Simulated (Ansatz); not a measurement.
# Te on Al(110): change of the work function, part 3 of 6

Wanted: Δφ(θ) for Te/Al(110), starting from the hollow site.

Ansatz 0.2.0; plane-wave DFT, PBE, Ansatz PAW.

So far, work function, upper face (eV): step 2 (the clean slab) 3.99; step 3 (46 atoms, coverage 0.111 ML, cell 3x3) 4.21.

**4. Adsorbate added, k-mesh 4×5×1, coverage 0.25 ML**

System of this step: Te/Al(110). The cell holds 21 atoms: 20 Al and 1 Te. Its edges and angles: a = 8.100 Å, b = 5.728 Å, c = 24.750 Å, α = 90.0°, β = 90.0°, γ = 90.0°. Vacuum lies along c.

Another coverage, to see how the dipoles act on each other as their distance changes.

File input.yaml:

```yaml
crystal:
  lattice:
    - [8.1, 0.0, 0.0]
    - [0.0, 5.7275649276, 0.0]
    - [0.0, 0.0, 24.7502621437]
  atoms:
    - { symbol: Al, position: [0.0, 0.0, 0.3636325122] }
    - { symbol: Al, position: [0.25, 0.25, 0.4214860905] }
    - { symbol: Al, position: [0.0, 0.0, 0.4781571122] }
    - { symbol: Al, position: [0.25, 0.25, 0.5377938848] }
    - { symbol: Al, position: [0.0, 0.0, 0.5912899694] }
    - { symbol: Al, position: [0.0, 0.5, 0.3636325122] }
    - { symbol: Al, position: [0.25, 0.75, 0.4214860905] }
    - { symbol: Al, position: [0.0, 0.5, 0.4781571122] }
    - { symbol: Al, position: [0.25, 0.75, 0.5377938848] }
    - { symbol: Al, position: [0.0, 0.5, 0.5912899694] }
    - { symbol: Al, position: [0.5, 0.0, 0.3636325122] }
    - { symbol: Al, position: [0.75, 0.25, 0.4214860905] }
    - { symbol: Al, position: [0.5, 0.0, 0.4781571122] }
    - { symbol: Al, position: [0.75, 0.25, 0.5377938848] }
    - { symbol: Al, position: [0.5, 0.0, 0.5912899694] }
    - { symbol: Al, position: [0.5, 0.5, 0.3636325122] }
    - { symbol: Al, position: [0.75, 0.75, 0.4214860905] }
    - { symbol: Al, position: [0.5, 0.5, 0.4781571122] }
    - { symbol: Al, position: [0.75, 0.75, 0.5377938848] }
    - { symbol: Al, position: [0.5, 0.5, 0.5912899694] }
    - { symbol: Te, position: [0.25, 0.25, 0.6363674878] }
kpoints:
  mp_grid: { grid: [4, 5, 1] }
hamiltonian:
  xc: pbe
scf:
  occupations: { method: fermi_dirac, width: 0.1 }
  convergence: { dr2_threshold: 1.0e-08 }
efield:
  axis: 3
  dipole_correction: true
  ramp_position: 0.97
  ramp_width: 0.06
relax:
  f_tol: 0.02
  max_steps: 60
  constraints: [{ sites: [0, 1, 5, 6, 10, 11, 15, 16] }]
output:
  bader: true
  dos: { projected: true, e_range: [-8, 4] }
  write_potential: true
  write_density: true
  volumetric_format: npy
  elf: true
```

Started as:

```sh
ansatz run input.yaml --threads 4 --pin off --max-ram 6144MiB --backend cpu --events-out ev --progress --plain --runs-dir out
```

Numbers of over 12 decimals in the logs are rounded to 6 here.

What it wrote:

```text
[...]
Crystal: 21 atoms, lattice volume = 1148.246 Å³
Basis set: ecut = 420 eV, 22555 PW (Γ), exchange–correlation on 120×80×360 points (8 copies of the dense FFT grid, shifted against one another)
Bands: 59, of which v1, the nominal top of the filled ones, is band 38 counted from 1 (37 counted from 0)
Symmetry: 4 space group operations
[...]
k-points: 9 of 20
[...]
SCF iter   1: F=—  HF=-17724.319744 eV  |F-HF|=—  |Δ(HF+E_count)|=         —  Δρ=1.56e-3  dr2=3.97e-1  ethr=1.77e-3  p=0.001 e·Å  D=1.86e-4 V/Å  ΔV_dip=-0.00 eV  dr2_dipole=1.50e-1  V_vac-E_F(+/−)=3.95/3.96 eV  ⟨swp⟩=14.2  Hψ=3388  notcnv=0  defer=1
[...]
SCF iter   8: F=-17724.303272 eV  HF=-17724.303272 eV  |F-HF|=2.21e-8  |Δ(HF+E_count)|=   1.31e-7  Δρ=4.04e-7  dr2=4.02e-9  ethr=1.32e-11  p=0.063 e·Å  D=9.90e-3 V/Å  ΔV_dip=-0.25 eV  dr2_dipole=6.50e-11  V_vac-E_F(+/−)=3.86/4.11 eV  ⟨swp⟩=18.7  Hψ=4047  notcnv=0
SCF 1 converged in 8 iterations: F = -17724.303272 eV  dr2 = 4.02e-9
[...]
relax step   1: F+E_penalty+E_count = -17724.30327225 eV  Δ(F+E_penalty+E_count) = +0.000e0 eV  max|allowed force component| = 4.365e0 eV/Å  Δτ_max = 0.0000 Å  (8 SCF iters, accepted)
[...]
SCF iter   8: F=-17725.090928 eV  HF=-17725.090928 eV  |F-HF|=1.01e-8  |Δ(HF+E_count)|=   1.07e-7  Δρ=3.34e-7  dr2=3.10e-9  ethr=1.32e-11  p=0.021 e·Å  D=3.33e-3 V/Å  ΔV_dip=-0.08 eV  dr2_dipole=3.58e-10  V_vac-E_F(+/−)=4.04/4.12 eV  ⟨swp⟩=18.0  Hψ=3894  notcnv=0
SCF 2 converged in 8 iterations: F = -17725.090928 eV  dr2 = 3.10e-9
relax step   2: F+E_penalty+E_count = -17725.09092763 eV  Δ(F+E_penalty+E_count) = -7.877e-1 eV  max|allowed force component| = 1.495e0 eV/Å  Δτ_max = 0.1947 Å  (8 SCF iters, accepted)
SCF iter   1: F=—  HF=-17725.310558 eV  |F-HF|=—  |Δ(HF+E_count)|=         —  Δρ=1.72e-3  dr2=9.78e-2  ethr=1.47e-3  p=0.021 e·Å  D=3.33e-3 V/Å  ΔV_dip=-0.08 eV  dr2_dipole=6.70e-3  V_vac-E_F(+/−)=4.04/4.13 eV  ⟨swp⟩=4.3  Hψ=1496  notcnv=0  defer=12
[...]
SCF iter   8: F=-17725.299688 eV  HF=-17725.299688 eV  |F-HF|=1.12e-8  |Δ(HF+E_count)|=   9.29e-8  Δρ=3.39e-7  dr2=2.09e-9  ethr=1.32e-11  p=-0.015 e·Å  D=-2.43e-3 V/Å  ΔV_dip=0.06 eV  dr2_dipole=7.54e-12  V_vac-E_F(+/−)=4.19/4.13 eV  ⟨swp⟩=16.2  Hψ=3912  notcnv=0
SCF 3 converged in 8 iterations: F = -17725.299688 eV  dr2 = 2.09e-9
relax step   3: F+E_penalty+E_count = -17725.29968847 eV  Δ(F+E_penalty+E_count) = -2.088e-1 eV  max|allowed force component| = 4.660e-1 eV/Å  Δτ_max = 0.1948 Å  (8 SCF iters, accepted)
[...]
relax step   4: F+E_penalty+E_count = -17725.40183146 eV  Δ(F+E_penalty+E_count) = -1.021e-1 eV  max|allowed force component| = 2.530e-1 eV/Å  Δτ_max = 0.2000 Å  (8 SCF iters, accepted)
[...]
relax step   5: F+E_penalty+E_count = -17725.44284973 eV  Δ(F+E_penalty+E_count) = -4.102e-2 eV  max|allowed force component| = 1.300e-1 eV/Å  Δτ_max = 0.2000 Å  (8 SCF iters, accepted)
[...]
relax step   6: F+E_penalty+E_count = -17725.45848729 eV  Δ(F+E_penalty+E_count) = -1.564e-2 eV  max|allowed force component| = 8.102e-2 eV/Å  Δτ_max = 0.1395 Å  (8 SCF iters, accepted)
[...]
relax step   7: F+E_penalty+E_count = -17725.45878508 eV  Δ(F+E_penalty+E_count) = -2.978e-4 eV  max|allowed force component| = 9.402e-2 eV/Å  Δτ_max = 0.1212 Å  (7 SCF iters, accepted)
SCF iter   1: F=—  HF=-17725.462515 eV  |F-HF|=—  |Δ(HF+E_count)|=         —  Δρ=3.23e-4  dr2=4.09e-3  ethr=3.32e-5  p=-0.061 e·Å  D=-9.54e-3 V/Å  ΔV_dip=0.24 eV  dr2_dipole=1.65e-5  V_vac-E_F(+/−)=4.35/4.11 eV  ⟨swp⟩=2.3  Hψ=1156  notcnv=0  defer=8
[...]
SCF iter   6: F=-17725.462101 eV  HF=-17725.462100 eV  |F-HF|=2.55e-8  |Δ(HF+E_count)|=   1.30e-7  Δρ=6.92e-7  dr2=8.86e-9  ethr=1.32e-11  p=-0.059 e·Å  D=-9.31e-3 V/Å  ΔV_dip=0.23 eV  dr2_dipole=1.79e-10  V_vac-E_F(+/−)=4.34/4.11 eV  ⟨swp⟩=14.6  Hψ=3974  notcnv=0
SCF 8 converged in 6 iterations: F = -17725.462101 eV  dr2 = 8.86e-9
relax step   8: F+E_penalty+E_count = -17725.46210050 eV  Δ(F+E_penalty+E_count) = -3.315e-3 eV  max|allowed force component| = 1.095e-2 eV/Å  Δτ_max = 0.0593 Å  (6 SCF iters, accepted)
[...]
SCF converged after 6 iterations
Free energy (F): -17725.462101 eV
[...]
Internal energy: -17725.163014 eV  (E = F + TS)
E sigma→0 (E₀):  -17725.312557 eV
Entropy (-TS):   -0.299086 eV (-14.242 meV/atom)
Fermi energy:    -0.251625 eV
Dipole field:    D = -0.009299 V/Å  (p = -0.059010 e·Å, saw-weighted, corrected)
Work function:   Φ+ = 4.3384 eV   Φ− = 4.1082 eV
[...]
--- Forces (eV/Å), atoms counted from 1 ---
  atom   1  Al     0.01835091    -0.14022587     0.16278382
  atom   2  Al    -0.00000000     0.00000000    -0.17114666
  atom   3  Al    -0.00192776     0.00340322     0.01019474
  atom   4  Al    -0.00000000     0.00000000    -0.00106908
  atom   5  Al     0.00479255     0.00147919    -0.00265776
  atom   6  Al     0.01835091     0.14022587     0.16278382
  atom   7  Al    -0.00000000     0.00000000    -0.11953882
  atom   8  Al    -0.00192776    -0.00340322     0.01019474
  atom   9  Al     0.00000000     0.00000000     0.00117858
  atom  10  Al     0.00479255    -0.00147919    -0.00265776
  atom  11  Al    -0.01835091    -0.14022587     0.16278382
  atom  12  Al    -0.00000000     0.00000000    -0.10038221
  atom  13  Al     0.00192776     0.00340322     0.01019474
  atom  14  Al    -0.00000000     0.00000000    -0.00093712
  atom  15  Al    -0.00479255     0.00147919    -0.00265776
  atom  16  Al    -0.01835091     0.14022587     0.16278382
  atom  17  Al    -0.00000000     0.00000000    -0.28044055
  atom  18  Al     0.00192776    -0.00340322     0.01019474
  atom  19  Al    -0.00000000     0.00000000    -0.01095169
  atom  20  Al    -0.00479255    -0.00147919    -0.00265776
  atom  21  Te     0.00000000     0.00000000     0.00201662
  max |Σ_I F_I| component: 1.23e-5 eV/Å
--- Band table (eV; the first three rows and the last of 9) ---
  k-point 0: bands = [... 34 lower, -1.2771, -1.2633, -1.0614, -0.7911, -0.6098, -0.1639, 0.0589, 0.4523, ... 17 higher]
  k-point 1: bands = [... 34 lower, -0.9724, -0.9036, -0.6597, -0.6367, -0.4858, -0.1901, 0.0741, 0.1357, ... 17 higher]
  k-point 2: bands = [... 34 lower, -0.4734, -0.3908, -0.1744, -0.0873, -0.0222, 0.1370, 0.4197, 0.4985, ... 17 higher]
  k-point 8: bands = [... 34 lower, -1.2034, -0.6605, -0.4411, -0.2469, 0.0448, 0.1234, 0.1324, 0.6576, ... 17 higher]
--- Relaxed structure (8 steps of the walk, 8 accepted, 0 SCFs on fresh bases) ---
  F+E_penalty+E_count = -17725.46210050 eV   max|allowed force component| = 1.095e-2 eV/Å
  atoms:
    - { symbol: Al, position: [0.0, 0.0, 0.363633] }
    - { symbol: Al, position: [0.250000, 0.250000, 0.4214860905] }
    - { symbol: Al, position: [-0.00786057, 0.000961265, 0.480025] }
    - { symbol: Al, position: [0.250000, 0.250000, 0.532184] }
    - { symbol: Al, position: [0.020643, -0.00231253, 0.596707] }
    - { symbol: Al, position: [0.0, 0.500000, 0.363633] }
    - { symbol: Al, position: [0.250000, 0.750000, 0.4214860905] }
    - { symbol: Al, position: [-0.00786057, 0.499039, 0.480025] }
    - { symbol: Al, position: [0.250000, 0.750000, 0.534449] }
    - { symbol: Al, position: [0.020643, 0.502313, 0.596707] }
    - { symbol: Al, position: [0.500000, 0.0, 0.363633] }
    - { symbol: Al, position: [0.750000, 0.250000, 0.4214860905] }
    - { symbol: Al, position: [0.507861, 0.000961265, 0.480025] }
    - { symbol: Al, position: [0.750000, 0.250000, 0.551635] }
    - { symbol: Al, position: [0.479357, -0.00231253, 0.596707] }
    - { symbol: Al, position: [0.500000, 0.500000, 0.363633] }
    - { symbol: Al, position: [0.750000, 0.750000, 0.4214860905] }
    - { symbol: Al, position: [0.507861, 0.499039, 0.480025] }
    - { symbol: Al, position: [0.750000, 0.750000, 0.542114] }
    - { symbol: Al, position: [0.479357, 0.502313, 0.596707] }
    - { symbol: Te, position: [0.250000, 0.250000, 0.668414] }
--- Bader charges: 21 sites ---
  site symbol  charge [e]  shift [e]
     0     Al      0.0401     0.0000
     1     Al     -0.0328     0.0000
     2     Al     -0.0178     0.0000
     3     Al     -0.0999     0.0000
     4     Al      0.2244     0.0018
     5     Al      0.0401     0.0000
     6     Al      0.0268     0.0001
     7     Al     -0.0178     0.0000
     8     Al     -0.0562     0.0001
     9     Al      0.2245     0.0018
    10     Al      0.0401     0.0000
    11     Al      0.0298     0.0000
    12     Al     -0.0178     0.0000
    13     Al      0.1422     0.0000
    14     Al      0.2245     0.0018
    15     Al      0.0401     0.0000
    16     Al     -0.0479     0.0000
    17     Al     -0.0178     0.0000
    18     Al      0.0001     0.0000
    19     Al      0.2245     0.0018
    20     Te     -0.9492     0.0071
  estimated error of the sums over rays = 5.7e-4 e
```

Elapsed: 2 min, on 4 threads of Intel Xeon 6975P-C (Granite Rapids), shared host; peak memory 2.1 GiB; 7.7 min of CPU time.

The steps of the relaxation:

```
step  energy less that of the first step (eV)  largest force component (eV/Å)
   1                                   0.0000                          4.3653
   2                                  -0.7877                          1.4946
   3                                  -0.9964                          0.4660
   4                                  -1.0986                          0.2530
   5                                  -1.1396                          0.1300
   6                                  -1.1552                          0.0810
   7                                  -1.1555                          0.0940
   8                                  -1.1588                          0.0110
```

The run keeps the 4 symmetry operations that it works with, so distortions that break them were not tested.

The atoms that moved most (Å):

```
atom      dx      dy      dz  length
Te21   0.000   0.000   0.793   0.793
Al14   0.000   0.000   0.343   0.343
Al15  -0.167  -0.013   0.134   0.215
Al20  -0.167   0.013   0.134   0.215
 Al5   0.167  -0.013   0.134   0.215
Al10   0.167   0.013   0.134   0.215
 Al4   0.000   0.000  -0.139   0.139
Al19   0.000   0.000   0.107   0.107
```

The relaxed structure:

```cif
data_structure
_symmetry_space_group_name_H-M 'P 1'
_symmetry_Int_Tables_number 1
_cell_length_a 8.1000
_cell_length_b 5.7276
_cell_length_c 24.7503
_cell_angle_alpha 90.000
_cell_angle_beta 90.000
_cell_angle_gamma 90.000
_cell_volume 1148.25
loop_
_atom_site_label
_atom_site_type_symbol
_atom_site_fract_x
_atom_site_fract_y
_atom_site_fract_z
_atom_site_occupancy
Al1 Al 0.00000 0.00000 0.36363 1
Al2 Al 0.25000 0.25000 0.42149 1
Al3 Al 0.99214 0.00096 0.48003 1
Al4 Al 0.25000 0.25000 0.53218 1
Al5 Al 0.02064 0.99769 0.59671 1
Al6 Al 0.00000 0.50000 0.36363 1
Al7 Al 0.25000 0.75000 0.42149 1
Al8 Al 0.99214 0.49904 0.48003 1
Al9 Al 0.25000 0.75000 0.53445 1
Al10 Al 0.02064 0.50231 0.59671 1
Al11 Al 0.50000 0.00000 0.36363 1
Al12 Al 0.75000 0.25000 0.42149 1
Al13 Al 0.50786 0.00096 0.48003 1
Al14 Al 0.75000 0.25000 0.55164 1
Al15 Al 0.47936 0.99769 0.59671 1
Al16 Al 0.50000 0.50000 0.36363 1
Al17 Al 0.75000 0.75000 0.42149 1
Al18 Al 0.50786 0.49904 0.48003 1
Al19 Al 0.75000 0.75000 0.54211 1
Al20 Al 0.47936 0.50231 0.59671 1
Te21 Te 0.25000 0.25000 0.66841 1
```

This step gave:

* energy at zero smearing: -17725.3126 eV
* work function, upper face: 4.338 eV
* work function, lower face: 4.108 eV
* dipole along the normal: -0.05901 e·Å
* step between the vacuum levels: 0.2302 eV

The density of states has structure finer than the step of the table below, so its rows give means over 0.25 eV, whole bins alone (the curve runs from -8 to 1.98 eV). Peaks (eV: height): -3.820: 23.8, -3.550: 15.6, -1.680: 20.8, 0.750: 19.6, 0.840: 18.3, 1.410: 16.6, 1.560: 14.4.

Density of states against energy, zero at the Fermi level; means over each step:

```
energy (eV)  density of states (states/eV a cell)
      -7.75                                  3.82
      -7.50                                  5.87
      -7.25                                  3.32
      -7.00                                  3.58
      -6.75                                  4.07
      -6.50                                  4.29
      -6.25                                  6.02
      -6.00                                  7.08
      -5.75                                  4.68
      -5.50                                  7.53
      -5.25                                  8.32
      -5.00                                  5.92
      -4.75                                  5.79
      -4.50                                  5.48
      -4.25                                  6.48
      -4.00                                  6.25
      -3.75                                  11.9
      -3.50                                  7.38
      -3.25                                  7.64
      -3.00                                  9.14
      -2.75                                  9.30
      -2.50                                  11.2
      -2.25                                  9.75
      -2.00                                  8.08
      -1.75                                  8.57
      -1.50                                  8.63
      -1.25                                  8.61
      -1.00                                  10.5
      -0.75                                  10.0
      -0.50                                  9.22
      -0.25                                  8.00
       0.00                                  8.43
       0.25                                  8.86
       0.50                                  9.79
       0.75                                  14.8
       1.00                                  11.6
       1.25                                  9.71
       1.50                                  12.3
       1.75                                  8.21
```

Projected DOS per atom over height of the atomic layer and energy from the Fermi level. Layers: Al4 Al4 Al4 Al3 Al Al4 Te from below.

Ten even steps from '0' (0.07 states/eV) to '9' (1.47 states/eV), each cell a mean:
```
3121122
3222232
4333342
2221221
3111123
3112125
3222225
2111225
2111213
3222326
2111229
2111126
2222326
1111112
1111112
1121111
1212221
1212111
0111100
0000000
0111100
0111000
```
Columns: height of the atomic layer (Å) from 9 to 16.5 (not evenly spaced); rows upwards: energy from the Fermi level (eV) from -7.96 to 1.95.

ELF in the ca plane at fractional y = 0.250, with atoms of Al and Te within 0.2 Å of it. It is the smooth field of the valence electrons, not physical close to the nuclei.

Ten even steps from '0' (0.00) to '9' (0.79), each cell a mean:
```
68998643346786422478875211000000000000000000
57888765567776544689975210000000000000000000
35667777677766665799874210000000000000000000
12346863357666752378753100000000000000000000
01235631116656621126642000000000000000000000
00135622215656612215631000000000000000000000
01246751137656741158742100000000000000000000
23567886677766765699864200000000000000000000
46787766667776555789875210000000000000000000
68998654456776433578975210000000000000000000
78999642246776422468874322111100000000000000
68998643345776433467654444544211000000000000
57888765456676555665555677887532100000000000
34567887667777667764457666899753100000000000
12346873258887424764366534689964200000000000
00136731127996110353465200379975210000000000
00136621217996121253465200379975210000000000
01246851138887212564466412589974200000000000
23457886567777656764457655799863100000000000
45777776566776666765456777888642100000000000
68998654345776544566655566665421000000000000
78999642235776422467764333332110000000000000
```
Columns run along c (16.0 Å, from fractional 0.31 to 0.96 of the cell), rows up along a (8.1 Å). Atoms in or near the plane, at fractional coordinates: Al at (0.42, 0.25), Al at (0.53, 0.25), Al at (0.42, 0.75), Al at (0.55, 0.75), Te at (0.67, 0.25).

Valence density in the ca plane at fractional y = 0.250, with atoms of Al and Te within 0.2 Å of it. It is the smooth field of the valence electrons, not physical close to the nuclei.

Values in units of 1e0 e/Å³, 12 rows by 16 columns, each cell a mean:
```
0.1 0.2 0.1 0.2 0.2 0.1 0.2 0.2 0.1 0.0 0.0 0.0 0.0 0.0 0.0 0.0
0.0 0.1 0.2 0.2 0.2 0.2 0.2 0.1 0.0 0.0 0.0 0.0 0.0 0.0 0.0 0.0
0.0 0.1 0.1 0.1 0.2 0.1 0.1 0.1 0.0 0.0 0.0 0.0 0.0 0.0 0.0 0.0
0.0 0.1 0.1 0.2 0.2 0.2 0.1 0.1 0.0 0.0 0.0 0.0 0.0 0.0 0.0 0.0
0.1 0.1 0.2 0.2 0.2 0.2 0.2 0.1 0.0 0.0 0.0 0.0 0.0 0.0 0.0 0.0
0.1 0.2 0.1 0.1 0.2 0.1 0.2 0.2 0.1 0.0 0.0 0.0 0.0 0.0 0.0 0.0
0.1 0.2 0.1 0.1 0.2 0.1 0.2 0.2 0.2 0.1 0.0 0.0 0.0 0.0 0.0 0.0
0.0 0.1 0.2 0.2 0.2 0.2 0.2 0.2 0.7 0.8 0.1 0.0 0.0 0.0 0.0 0.0
0.0 0.1 0.1 0.2 0.2 0.1 0.2 0.2 4.5 6.4 0.2 0.0 0.0 0.0 0.0 0.0
0.0 0.1 0.1 0.2 0.2 0.1 0.2 0.2 3.1 4.3 0.2 0.0 0.0 0.0 0.0 0.0
0.1 0.1 0.2 0.2 0.2 0.2 0.2 0.2 0.4 0.4 0.1 0.0 0.0 0.0 0.0 0.0
0.1 0.2 0.1 0.1 0.2 0.1 0.2 0.2 0.1 0.1 0.0 0.0 0.0 0.0 0.0 0.0
```
Columns run along c (16.0 Å, from fractional 0.31 to 0.96 of the cell), rows up along a (8.1 Å). Atoms in or near the plane, at fractional coordinates: Al at (0.42, 0.25), Al at (0.53, 0.25), Al at (0.42, 0.75), Al at (0.55, 0.75), Te at (0.67, 0.25).

Electrostatic potential energy in the ca plane at fractional y = 0.250, with atoms of Al and Te within 0.2 Å of it. With pseudopotentials it is smooth inside the atoms' cores, unlike the true potential.

Ten even steps from '0' (-18 eV) to '9' (4 eV), each cell a mean:
```
99877888888778889888888999999999999999999999
99888888888888888788889999999999999999999999
99998764457888764467899999999999999999999999
99998620015888510015899999999999999999999999
99997403302787303303799999999999999999999999
99997304511787204402799999999999999999999999
99998501103787401104799999999999999999999999
99998742136888741147899999999999999999999999
99988877778888877778899999999999999999999999
99888888888778888888889999999999999999999999
98877888988777899887788999999999999999999999
99877888888778889887778899999999999999999999
99888888888888888887788777899999999999999999
99998764467887545678886422479999999999999999
99998620015774000368873044038999999999999999
99997403302661142057860699617999999999999999
99997304512651253047860899707999999999999999
99998501103763010158871387227999999999999999
99998742236876312578875111168999999999999999
99988876678887767788887655789999999999999999
99888888888878888887788888999999999999999999
98877788988777899887788999999999999999999999
```
Columns run along c (16.0 Å, from fractional 0.31 to 0.96 of the cell; values clipped at the 3rd and 97th percentile), rows up along a (8.1 Å). Atoms in or near the plane, at fractional coordinates: Al at (0.42, 0.25), Al at (0.53, 0.25), Al at (0.42, 0.75), Al at (0.55, 0.75), Te at (0.67, 0.25).

The relaxation took 8 steps and lowered the energy by 1.2 eV; the largest force on the free atoms ends at 0.011 eV/Å.

By hand: a sheet of dipoles makes a step −p/(ε₀A) in the electron's potential. With e/ε₀ = 180.95 V·Å, p = -0.05901 e·Å and A = 46.39 Å², that is −180.95 × (-0.05901) / 46.39 = +0.230 eV, and the two vacuum levels of the run differ by +0.230 eV.

The covered face has 4.34 eV, +0.34 eV against the clean one; the bare back face has moved by +0.12 eV, a measure of how thin the slab is.

(Part 3 of 6 ends here.)

[Logs are printed without paths, hosts, clocks, repeated set-up lines and the standing remarks that a program may print on its own settings, such as how far it seeks lower states.]

[Hosts, paths, dates, database ids (printed as entryN), source tags and the programs' standing remarks are cut or masked in the printed files.]

[Maps of the electrostatic potential energy from Ansatz leave out the sawtooth potential of an applied field or a dipole correction, so their vacuum need not be flat; planar profiles and work functions include it.]

[The density of states shown here was stored with 400 of the rows of the run's finer table, so its peaks can read low, often by over a quarter, or be missed, and its means over a window can be off by a tenth or more.]
